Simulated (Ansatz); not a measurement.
## LaSc2Si2, from a guessed structure to a relaxed one

This structure for LaSc2Si2 is made up. Its elements were placed in a known structure type with a cell scaled to their sizes. What cell does the guess relax to, and how far off was it?

Calculated with Ansatz 0.2.0; DFT, r2SCAN, plane-wave PAW, files of the set soft_1, scalar-relativistic, no spin, cell and ions relaxed at zero pressure; PAW set soft_1, in the first sound run; inputs show where later runs differ.

## 1. The starting structure

Symmetry: I4/mmm, No. 139, tetragonal system. Conventional cell: a = 4.356 Å, b = 4.356 Å, c = 10.941 Å, α = 90.00°, β = 90.00°, γ = 90.00°. Nearest to La lie 10 Si at 3.50 to 3.82 Å and 8 Sc at 3.50 Å. Sc has 4 Si at 2.43 Å and 4 Sc at 3.08 Å and 4 La at 3.50 Å nearest. Si has 4 Sc at 2.43 Å and 5 Si at 3.31 to 3.76 Å and 5 La at 3.50 to 3.82 Å nearest. Farther neighbours are not listed.

## 2. Relaxing cell and atoms

The guessed cell has no reason to be at equilibrium. It is relaxed with the atoms, within the space group of the guess.

input.yaml

```yaml
crystal:
  lattice:
    - [-2.178, 2.178, 5.4705]
    - [2.178, -2.178, 5.4705]
    - [2.178, 2.178, -5.4705]
  atoms:
    - { symbol: La, position: [0.0, 0.0, 0.0] }
    - { symbol: Sc, position: [0.75, 0.25, 0.5] }
    - { symbol: Sc, position: [0.25, 0.75, 0.5] }
    - { symbol: Si, position: [0.3488, 0.3488, 0.0] }
    - { symbol: Si, position: [0.6512, 0.6512, 0.0] }
kpoints:
  mp_grid: { grid: [9, 9, 9] }
scf:
  occupations: { method: fermi_dirac, width: 0.05 }
hamiltonian:
  xc: r2scan
  pseudopotentials: { kind: paw, azcp: { folder: soft_1 } }
relax:
  f_tol: 0.015
  max_steps: 70
  cell: {}
output:
  forces: true
  stress: true
```

Started as:

```console
$ ansatz run input.yaml --threads 4 --pin off --max-ram 8192MiB --backend cpu --events-out ev --progress --plain --runs-dir out
```

Numbers of over 12 decimals in the logs are rounded to 6 here.

Log:

```text
basis.fft_grid_basis auto: the FFT boxes are laid along the combinations [[1, 0, 1], [0, 1, 1], [0, 0, 1]] of the cell's own vectors, 4.356, 4.356 and 6.278 Å long. The dense box has 32×32×48 points. Along the cell's own vectors, as sized, it would have 48×48×48, 2.25 times as many. Of the 16 symmetry operations that the crystal satisfies within crystal.symmetry.tolerance (time reversal apart; of a slab, those that k [...]
Engine: ansatz 0.2.0, aarch64-unknown-linux-gnu
Pseudopotentials: kind: paw
Pseudopotential: La, paw, valence charge 11, recommended cutoff 500 eV (meta_gga), soft_1/La.paw.azcp
Pseudopotential: Sc, paw, valence charge 11, recommended cutoff 500 eV (meta_gga), soft_1/Sc.paw.azcp
Pseudopotential: Si, paw, valence charge 4, recommended cutoff 500 eV (meta_gga), soft_1/Si.paw.azcp
Functional definition: r2SCAN
  parameter k0 = 0.174
  parameter k1 = 0.065
  parameter a1 = 4.9479
  exchange = r2scan_x(k0 = k0, k1 = k1, a1 = a1)
  correlation = r2scan_c
Crystal: 5 atoms, lattice volume = 103.801 Å³
Basis set: ecut = 500 eV, 2643 PW (Γ), FFT grids on a1+a3, a2+a3, a3, exchange–correlation on 128×128×192 points (64 copies of the dense FFT grid, shifted against one another)
Bands: 26, of which v1, the nominal top of the filled ones, is band 21 counted from 1 (20 counted from 0)
Symmetry: 16 space group operations
Space group: I4/mmm (ITA 139), of the structure as read, at distance tolerance 4.7e-5 Å
k-points: 75 of 729
Non-local potential: La, projectors of the file, l = 0: 3, l = 1: 2, l = 2: 2, l = 3: 3
Non-local potential: Sc, projectors of the file, l = 0: 3, l = 1: 2, l = 2: 3, l = 3: 1
Non-local potential: Si, projectors of the file, l = 0: 2, l = 1: 2, l = 2: 1
PAW form: soft (Blöchl's): semilocal exchange-correlation on the pseudo side does not see the compensation charge
PAW frozen core: La, regenerated for the run's functional (the file was generated under x = pbe(κ = 0.804, μ = 0.219515), c = pbe(β = 0.066725))
PAW frozen core: Sc, regenerated for the run's functional (the file was generated under x = pbe(κ = 0.804, μ = 0.219515), c = pbe(β = 0.066725))
PAW frozen core: Si, regenerated for the run's functional (the file was generated under x = pbe(κ = 0.804, μ = 0.219515), c = pbe(β = 0.066725))
PAW one-centre angular grid: La, 974 points (default); XC on 160 Gauss nodes
PAW one-centre angular grid: Sc, 590 points (default); XC on 224 Gauss nodes
PAW one-centre angular grid: Si, 302 points (default); XC on 160 Gauss nodes
Initial density: superposition of atomic densities (chi_scale 0.1, normalization cell, long waves kept (reshape's long-wave potential 0.00 eV rms))
Initial wavefunctions: pseudopotential atomic-orbital guess
Functional: x = r2scan, c = r2scan; τ floored in thin density (d = 2e-4 eV/Å³)
SCF iter   1: F=—  HF=-11825.954933 eV  |F-HF|=—  |Δ(HF+E_count)|=         —  Δρ=4.51e-2  dr2=7.35e0  dr2_τ=1.27e-1  ethr=3.10e-3  ⟨swp⟩=6.9  Hψ=9225  notcnv=0
preconditioner: auto → Kerker (q_TF=auto, 2.337 Å⁻¹)  [metal: Δε(μ)=0.027 eV  Ē_g=8.294 eV  σ=0.050 eV  W_gap=0.13  n_scr=24 (ndim 8)  ℏωp=17.5 eV  f_vac=0.000  D(μ)=1.91/eV (n_scr^D=10)]
SCF iter   2: F=—  HF=-11825.273499 eV  |F-HF|=—  |Δ(HF+E_count)|=   6.81e-1  Δρ=2.75e-2  dr2=2.54e0  dr2_τ=1.36e-2  ethr=3.10e-3  ⟨swp⟩=3.7  Hψ=4119  notcnv=0
SCF iter   3: F=—  HF=-11824.983055 eV  |F-HF|=—  |Δ(HF+E_count)|=   2.90e-1  Δρ=4.92e-3  dr2=2.81e-2  dr2_τ=1.96e-3  ethr=3.10e-3  ⟨swp⟩=6.1  Hψ=6432  notcnv=0  defer=4
SCF iter   4: F=—  HF=-11824.995106 eV  |F-HF|=—  |Δ(HF+E_count)|=   1.21e-2  Δρ=2.06e-3  dr2=1.08e-2  dr2_τ=1.98e-4  ethr=6.86e-5  ⟨swp⟩=4.9  Hψ=4445  notcnv=0  defer=1
SCF iter   5: F=—  HF=-11824.998252 eV  |F-HF|=—  |Δ(HF+E_count)|=   3.15e-3  Δρ=7.63e-4  dr2=7.94e-4  dr2_τ=1.56e-5  ethr=2.64e-5  ⟨swp⟩=3.6  Hψ=3433  notcnv=0  defer=1
SCF iter   6: F=—  HF=-11824.998941 eV  |F-HF|=—  |Δ(HF+E_count)|=   6.89e-4  Δρ=2.49e-4  dr2=1.97e-4  dr2_τ=2.71e-6  ethr=1.94e-6  ⟨swp⟩=2.2  Hψ=3861  notcnv=0
SCF iter   7: F=—  HF=-11824.998976 eV  |F-HF|=—  |Δ(HF+E_count)|=   3.54e-5  Δρ=9.49e-5  dr2=2.03e-5  dr2_τ=3.89e-7  ethr=4.81e-7  ⟨swp⟩=2.0  Hψ=2789  notcnv=0
SCF iter   8: F=—  HF=-11824.998981 eV  |F-HF|=—  |Δ(HF+E_count)|=   4.53e-6  Δρ=2.46e-5  dr2=9.03e-7  dr2_τ=2.58e-8  ethr=4.95e-8  ⟨swp⟩=2.0  Hψ=2527  notcnv=0
SCF iter   9: F=—  HF=-11824.998982 eV  |F-HF|=—  |Δ(HF+E_count)|=   7.03e-7  Δρ=7.60e-6  dr2=1.73e-7  dr2_τ=1.73e-9  ethr=2.44e-10  ⟨swp⟩=5.1  Hψ=7721  notcnv=0
SCF iter  10: F=-11824.998982 eV  HF=-11824.998982 eV  |F-HF|=2.47e-9  |Δ(HF+E_count)|=   1.84e-8  Δρ=1.49e-6  dr2=2.92e-9  dr2_τ=4.75e-11  ethr=2.44e-10  ⟨swp⟩=4.9  Hψ=6822  notcnv=0
SCF 1 converged in 10 iterations: F = -11824.998982 eV  dr2 = 2.92e-9
  greatest PAW one-centre occupation: 0.998 electrons in one spin orbital (limit 2), on the Sc atom at site 2 (counted from 0), in its partial waves of l = 0
relax step   1: F+E_penalty+E_count = -11824.99898162 eV  Δ(F+E_penalty+E_count) = +0.000e0 eV  max|allowed force component| = 4.200e0 eV/Å  Δτ_max = 0.0000 Å  P = +22.506 GPa  Ω = 103.801 Å³  (10 SCF iters, dr2 threshold 1.00e-7 eV, accepted)
Crystal: 5 atoms, lattice volume = 113.661 Å³
Basis set: ecut = 500 eV, 2873 PW (Γ), FFT grids on a1+a3, a2+a3, a3, exchange–correlation on 128×128×192 points (64 copies of the dense FFT grid, shifted against one another)
Initial density: handed on by an earlier stage of this run
Initial wavefunctions: those handed on with the density
SCF iter   1: F=—  HF=-11827.072454 eV  |F-HF|=—  |Δ(HF+E_count)|=         —  Δρ=2.09e-2  dr2=2.49e0  dr2_τ=2.02e-1  ethr=3.10e-3  ⟨swp⟩=12.9  Hψ=13079  notcnv=0
preconditioner: auto → Kerker (q_TF=auto, 2.302 Å⁻¹)  [metal: Δε(μ)=0.003 eV  Ē_g=4.259 eV  σ=0.050 eV  W_gap=0.02  n_scr=32 (ndim 8)  ℏωp=14.4 eV  f_vac=0.000  D(μ)=5.25/eV (n_scr^D=36)]
SCF iter   2: F=—  HF=-11827.051084 eV  |F-HF|=—  |Δ(HF+E_count)|=   2.14e-2  Δρ=6.65e-3  dr2=1.96e-1  dr2_τ=1.36e-2  ethr=3.10e-3  ⟨swp⟩=3.9  Hψ=3805  notcnv=0
SCF iter   3: F=—  HF=-11827.052916 eV  |F-HF|=—  |Δ(HF+E_count)|=   1.83e-3  Δρ=3.44e-3  dr2=5.31e-2  dr2_τ=5.38e-4  ethr=4.79e-4  ⟨swp⟩=3.5  Hψ=2910  notcnv=0
SCF iter   4: F=—  HF=-11827.047681 eV  |F-HF|=—  |Δ(HF+E_count)|=   5.23e-3  Δρ=8.29e-4  dr2=8.03e-4  dr2_τ=1.10e-5  ethr=1.29e-4  ⟨swp⟩=3.1  Hψ=3166  notcnv=0
SCF iter   5: F=—  HF=-11827.048136 eV  |F-HF|=—  |Δ(HF+E_count)|=   4.55e-4  Δρ=2.05e-4  dr2=8.14e-5  dr2_τ=1.51e-6  ethr=1.96e-6  ⟨swp⟩=2.1  Hψ=3742  notcnv=0
SCF iter   6: F=—  HF=-11827.048172 eV  |F-HF|=—  |Δ(HF+E_count)|=   3.52e-5  Δρ=4.42e-5  dr2=2.39e-6  dr2_τ=1.14e-7  ethr=1.98e-7  ⟨swp⟩=2.0  Hψ=2623  notcnv=0
[...]
preconditioner: auto → Kerker (q_TF=auto, 2.299 Å⁻¹)  [metal: Δε(μ)=0.001 eV  Ē_g=4.509 eV  σ=0.050 eV  W_gap=0.01  n_scr=32 (ndim 8)  ℏωp=14.3 eV  f_vac=0.000  D(μ)=4.81/eV (n_scr^D=32)]
SCF iter   2: F=—  HF=-11827.722896 eV  |F-HF|=—  |Δ(HF+E_count)|=   1.44e-1  Δρ=6.13e-3  dr2=1.69e-1  dr2_τ=5.60e-3  ethr=3.10e-3  ⟨swp⟩=3.6  Hψ=3410  notcnv=0
SCF iter   3: F=—  HF=-11827.717297 eV  |F-HF|=—  |Δ(HF+E_count)|=   5.60e-3  Δρ=2.76e-3  dr2=2.89e-2  dr2_τ=3.80e-4  ethr=4.13e-4  ⟨swp⟩=3.9  Hψ=3152  notcnv=0  defer=1
SCF iter   4: F=—  HF=-11827.716391 eV  |F-HF|=—  |Δ(HF+E_count)|=   9.07e-4  Δρ=7.06e-4  dr2=5.55e-4  dr2_τ=7.40e-6  ethr=7.05e-5  ⟨swp⟩=3.3  Hψ=3182  notcnv=0  defer=1
SCF iter   5: F=—  HF=-11827.716800 eV  |F-HF|=—  |Δ(HF+E_count)|=   4.09e-4  Δρ=2.07e-4  dr2=8.39e-5  dr2_τ=3.05e-6  ethr=1.35e-6  ⟨swp⟩=2.1  Hψ=3424  notcnv=0  defer=1
SCF iter   6: F=—  HF=-11827.716805 eV  |F-HF|=—  |Δ(HF+E_count)|=   5.13e-6  Δρ=4.85e-5  dr2=3.62e-6  dr2_τ=9.35e-8  ethr=2.05e-7  ⟨swp⟩=2.2  Hψ=3090  notcnv=0
SCF iter   7: F=-11827.716807 eV  HF=-11827.716807 eV  |F-HF|=9.48e-8  |Δ(HF+E_count)|=   2.31e-6  Δρ=1.37e-5  dr2=3.52e-7  dr2_τ=1.50e-8  ethr=1.22e-9  ⟨swp⟩=5.2  Hψ=8056  notcnv=0
SCF 3 converged in 7 iterations: F = -11827.716807 eV  dr2 = 3.52e-7
relax step   3: F+E_penalty+E_count = -11827.71680727 eV  Δ(F+E_penalty+E_count) = -6.686e-1 eV  max|allowed force component| = 9.806e-1 eV/Å  Δτ_max = 0.1948 Å  P = +1.086 GPa  Ω = 114.533 Å³  energy of the carried Pulay correction = -2.098e-3 eV  (7 SCF iters, dr2 threshold 5.00e-7 eV, accepted)
[...]
relax step   4: F+E_penalty+E_count = -11827.85371272 eV  Δ(F+E_penalty+E_count) = -1.369e-1 eV  max|allowed force component| = 1.396e0 eV/Å  Δτ_max = 0.1969 Å  P = +0.147 GPa  Ω = 113.707 Å³  energy of the carried Pulay correction = -1.944e-3 eV  (7 SCF iters, dr2 threshold 5.00e-7 eV, accepted)
[...]
relax step   5: F+E_penalty+E_count = -11827.95447183 eV  Δ(F+E_penalty+E_count) = -1.008e-1 eV  max|allowed force component| = 2.027e-1 eV/Å  Δτ_max = 0.0852 Å  P = +0.033 GPa  Ω = 113.868 Å³  energy of the carried Pulay correction = -1.974e-3 eV  (7 SCF iters, dr2 threshold 5.00e-7 eV, accepted)
[...]
relax step   6: F+E_penalty+E_count = -11827.97002307 eV  Δ(F+E_penalty+E_count) = -1.555e-2 eV  max|allowed force component| = 2.184e-2 eV/Å  Δτ_max = 0.0119 Å  P = +0.170 GPa  Ω = 113.612 Å³  energy of the carried Pulay correction = -1.926e-3 eV  (6 SCF iters, dr2 threshold 5.00e-7 eV, accepted)
[...]
relax step   7: F+E_penalty+E_count = -11827.97024340 eV  Δ(F+E_penalty+E_count) = -2.203e-4 eV  max|allowed force component| = 1.876e-3 eV/Å  Δτ_max = 0.0009 Å  P = -0.004 GPa  Ω = 113.859 Å³  energy of the carried Pulay correction = -1.973e-3 eV  (5 SCF iters, dr2 threshold 1.58e-7 eV, accepted)
Basis set: ecut = 500 eV, 2845 PW (Γ), FFT grids on a1+a3, a2+a3, a3, exchange–correlation on 128×128×200 points (64 copies of the dense FFT grid, shifted against one another)
Initial wavefunctions: pseudopotential atomic-orbital guess (no wavefunctions were taken with the density)
iter 1 solved again at ethr=2.88e-7 eV; its pass at ethr=3.10e-3 eV (dr2=1.18e-4 eV) is discarded
SCF iter   1: F=—  HF=-11827.972639 eV  |F-HF|=—  |Δ(HF+E_count)|=         —  Δρ=1.70e-4  dr2=3.25e-6  dr2_τ=2.18e-5  ethr=2.88e-7  ⟨swp⟩=3.4  Hψ=15035  notcnv=0
preconditioner: auto → Kerker (q_TF=auto, 2.301 Å⁻¹)  [metal: Δε(μ)=0.003 eV  Ē_g=4.582 eV  σ=0.050 eV  W_gap=0.01  n_scr=32 (ndim 8)  ℏωp=14.3 eV  f_vac=0.000  D(μ)=4.77/eV (n_scr^D=32)]
SCF iter   2: F=—  HF=-11827.972703 eV  |F-HF|=—  |Δ(HF+E_count)|=   6.38e-5  Δρ=9.02e-5  dr2=9.83e-7  dr2_τ=1.67e-6  ethr=7.92e-9  ⟨swp⟩=2.0  Hψ=3367  notcnv=0
SCF iter   3: F=—  HF=-11827.972728 eV  |F-HF|=—  |Δ(HF+E_count)|=   2.49e-5  Δρ=5.48e-6  dr2=1.64e-8  dr2_τ=6.56e-9  ethr=2.40e-9  ⟨swp⟩=2.0  Hψ=3525  notcnv=0
SCF iter   4: F=—  HF=-11827.972728 eV  |F-HF|=—  |Δ(HF+E_count)|=   4.35e-8  Δρ=1.69e-6  dr2=5.44e-9  dr2_τ=3.18e-10  ethr=3.99e-11  ⟨swp⟩=2.0  Hψ=3582  notcnv=0
SCF iter   5: F=—  HF=-11827.972728 eV  |F-HF|=—  |Δ(HF+E_count)|=  9.37e-10  Δρ=6.11e-7  dr2=3.82e-10  dr2_τ=2.45e-11  ethr=1.33e-11  ⟨swp⟩=2.0  Hψ=2433  notcnv=0
SCF iter   6: F=—  HF=-11827.972728 eV  |F-HF|=—  |Δ(HF+E_count)|=  3.37e-10  Δρ=2.65e-7  dr2=1.01e-10  dr2_τ=2.90e-12  ethr=1.00e-12  ⟨swp⟩=5.0  Hψ=7348  notcnv=0
SCF iter   7: F=-11827.972728 eV  HF=-11827.972728 eV  |F-HF|=5.46e-12  |Δ(HF+E_count)|=  5.09e-11  Δρ=4.77e-8  dr2=2.61e-12  dr2_τ=9.49e-14  ethr=1.00e-12  ⟨swp⟩=4.9  Hψ=6961  notcnv=0
SCF 8 converged in 7 iterations: F = -11827.972728 eV  dr2 = 2.61e-12
relax step   8: F+E_penalty+E_count = -11827.97272790 eV  Δ(F+E_penalty+E_count) = -2.485e-3 eV  max|allowed force component| = 1.328e-3 eV/Å  Δτ_max = 0.0000 Å  P = +0.002 GPa  Ω = 113.859 Å³  stress off target by 4.61e-3 GPa  SCF on the basis re-selected at this cell (its energy is not comparable with the rows above)  (7 SCF iters)
basis re-selected at this cell: Δ(F+E_penalty+E_count) = -2.485e-3 eV, ΔP = +0.005 GPa vs the last step (what re-selecting the basis moved, of the pressure what is left beyond the Pulay correction that the steps carried, after the strain that the cell walked since its last selection, with what the two solves' SCF thresholds leave and, on support functions, any second-order correction that the steps lacked; it is no measure of the basis error at this ecutwfc). The dense FFT grid was sized anew with the basis: this SCF ran on 32×32×50 points, the steps before it on 32×32×48, so part of this shift can come from that change (see relax.cell in the input reference). [rest of the remark cut]
SCF converged after 7 iterations
Free energy (F): -11827.972728 eV
Harris-Foulkes:  -11827.972728 eV  (|F-HF|=5.46e-12)
Internal energy: -11827.934967 eV  (E = F + TS)
E sigma→0 (E₀):  -11827.953847 eV
Entropy (-TS):   -0.037761 eV (-7.552 meV/atom)
Fermi energy:    10.071017 eV
--- Per-component energies (eV) ---
  E_band       = -371.307989
  E_kinetic    = 680.419924
  E_local      = -2210.794214  (includes V_loc(G=0)·N_el)
  E_nonlocal   = 413.948557
  E_hartree    = 821.320589
  E_xc         = -403.871959
  E_vxc        = -487.489088  (∫ρ·V_xc dr)
  E_paw        = -8474.172710  (= ΣΔE_a)
  E_vpaw       = -436.399129  (= ΣTr[D̂ρ^β])
  E_aug_tail   = 0.000066  (compensation charges beyond the density's cutoff)
  E_vtau       = 26.364725  (kinetic-family band-sum trace: ∫τ·v_τ [+ j·A + Jᵃ·Aᵃ] dr)
  E_ewald      = -2654.223594
  E_core_change = -0.561626  (= ΣΔE_core)
  E_smearing   = -0.037761  (= −TS)
  E_closure    = 0.000000  (closes the sum)
  Σ components = -11827.972728   (vs F -11827.972728, Δ=0.00e0)
--- Forces (eV/Å), atoms counted from 1 ---
  atom   1  La    -0.00000000     0.00000000     0.00000000
  atom   2  Sc     0.00000000    -0.00000000     0.00000000
  atom   3  Sc     0.00000000    -0.00000000     0.00000000
  atom   4  Si     0.00000000     0.00000000    -0.00132752
  atom   5  Si    -0.00000000     0.00000000     0.00132752
  max |Σ_I F_I| component: 1.56e-17 eV/Å
--- Stress (GPa, compression-positive) ---
        0.004615      -0.000000       0.000000
       -0.000000       0.004615      -0.000000
        0.000000       0.000000      -0.004277
  P = ⅓ Tr σ = 0.0017 GPa (0.017 kbar)
--- Relaxed structure (7 steps of the walk, 7 accepted, 1 SCFs on fresh bases) ---
  F+E_penalty+E_count = -11827.97272790 eV   max|allowed force component| = 1.328e-3 eV/Å   (the final SCF, on the basis selected at the relaxed cell)
  cell:  # Å, volume = 113.8590 Å³
    - [-2.186720, 2.186720, 5.952793]
    - [2.186720, -2.186720, 5.952793]
    - [2.186720, 2.186720, -5.952793]
  atoms:
    - { symbol: La, position: [-1.0147363354585107e-18, -1.0147363354585107e-18, 0] }
    - { symbol: Sc, position: [0.75, 0.25, 0.5] }
    - { symbol: Sc, position: [0.25, 0.75, 0.5] }
    - { symbol: Si, position: [0.395952, 0.395952, 0] }
    - { symbol: Si, position: [0.604048, 0.604048, 0] }
```

The job ended after 57 s (4 threads of Arm Neoverse V1, shared host; peak memory 0.8 GiB; 3.7 min of CPU time).

The steps of the relaxation:

```
step  energy less that of the first step (eV)  largest force component (eV/Å)  pressure (GPa)  volume (Å³)
   1                                   0.0000                          4.1997           22.51       103.80
   2                                  -2.0492                          1.9659            5.27       113.66
   3                                  -2.7178                          0.9806            1.09       114.53
   4                                  -2.8547                          1.3956            0.15       113.71
   5                                  -2.9555                          0.2027            0.03       113.87
   6                                  -2.9710                          0.0218            0.17       113.61
   7                                  -2.9713                          0.0019            0.00       113.86
  8*                                  -2.9737                          0.0013            0.00       113.86
```

Relaxation steps marked * repeat the geometry before them on a plane-wave basis chosen anew for their cell, so energy and pressure can jump there.

The run keeps the 16 symmetry operations that it works with, so distortions that break them were not tested.

```
conventional cell, symmetrised  before   after  change
                         a (Å)   4.356   4.373  +0.4 %
                         b (Å)   4.356   4.373  +0.4 %
                         c (Å)  10.941  11.906  +8.8 %
              volume (Å³/atom)   20.76   22.77  +9.7 %
```

The atoms that moved most (Å, as changes of fractional coordinates times the final cell):

```
atom     dx     dy      dz  length
 Si4  0.000  0.000   0.561   0.561
 Si5  0.000  0.000  -0.561   0.561
```

Final coordinates:

```cif
data_structure
_symmetry_space_group_name_H-M 'P 1'
_symmetry_Int_Tables_number 1
_cell_length_a 6.7081
_cell_length_b 6.7081
_cell_length_c 6.7081
_cell_angle_alpha 141.950
_cell_angle_beta 141.950
_cell_angle_gamma 54.904
_cell_volume 113.86
loop_
_atom_site_label
_atom_site_type_symbol
_atom_site_fract_x
_atom_site_fract_y
_atom_site_fract_z
_atom_site_occupancy
La1 La 0.00000 0.00000 0.00000 1
Sc2 Sc 0.75000 0.25000 0.50000 1
Sc3 Sc 0.25000 0.75000 0.50000 1
Si4 Si 0.39595 0.39595 0.00000 1
Si5 Si 0.60405 0.60405 0.00000 1
```

This step gave:

```yaml
free_energy: -11827.9727 eV
energy_at_zero_smearing: -11827.9538 eV
smearing_term_ts: 0.03776 eV
fermi_energy: 10.07 eV
electrons: 41
symmetry_operations: 16
pressure: 0.001651 GPa
```

The shortest distance of each pair, which need not be the same contact before and after:

```
 pair  guess (Å)  relaxed (Å)
Si–Si      3.309        2.478
Sc–Si      2.431        2.793
Sc–Sc      3.080        3.092
La–Si      3.496        3.331
La–Sc      3.496        3.693
```

The relaxation ends with a largest force component of 0.0013 eV/Å and a pressure of 0.00 GPa.

(Part 1 of 2 ends here.)

[Logs are printed without paths, hosts, clocks, repeated set-up lines and the standing remarks that a program may print on its own settings, such as how far it seeks lower states.]

[Hosts, paths, dates, database ids (printed as entryN), source tags and the programs' standing remarks are cut or masked in the printed files.]
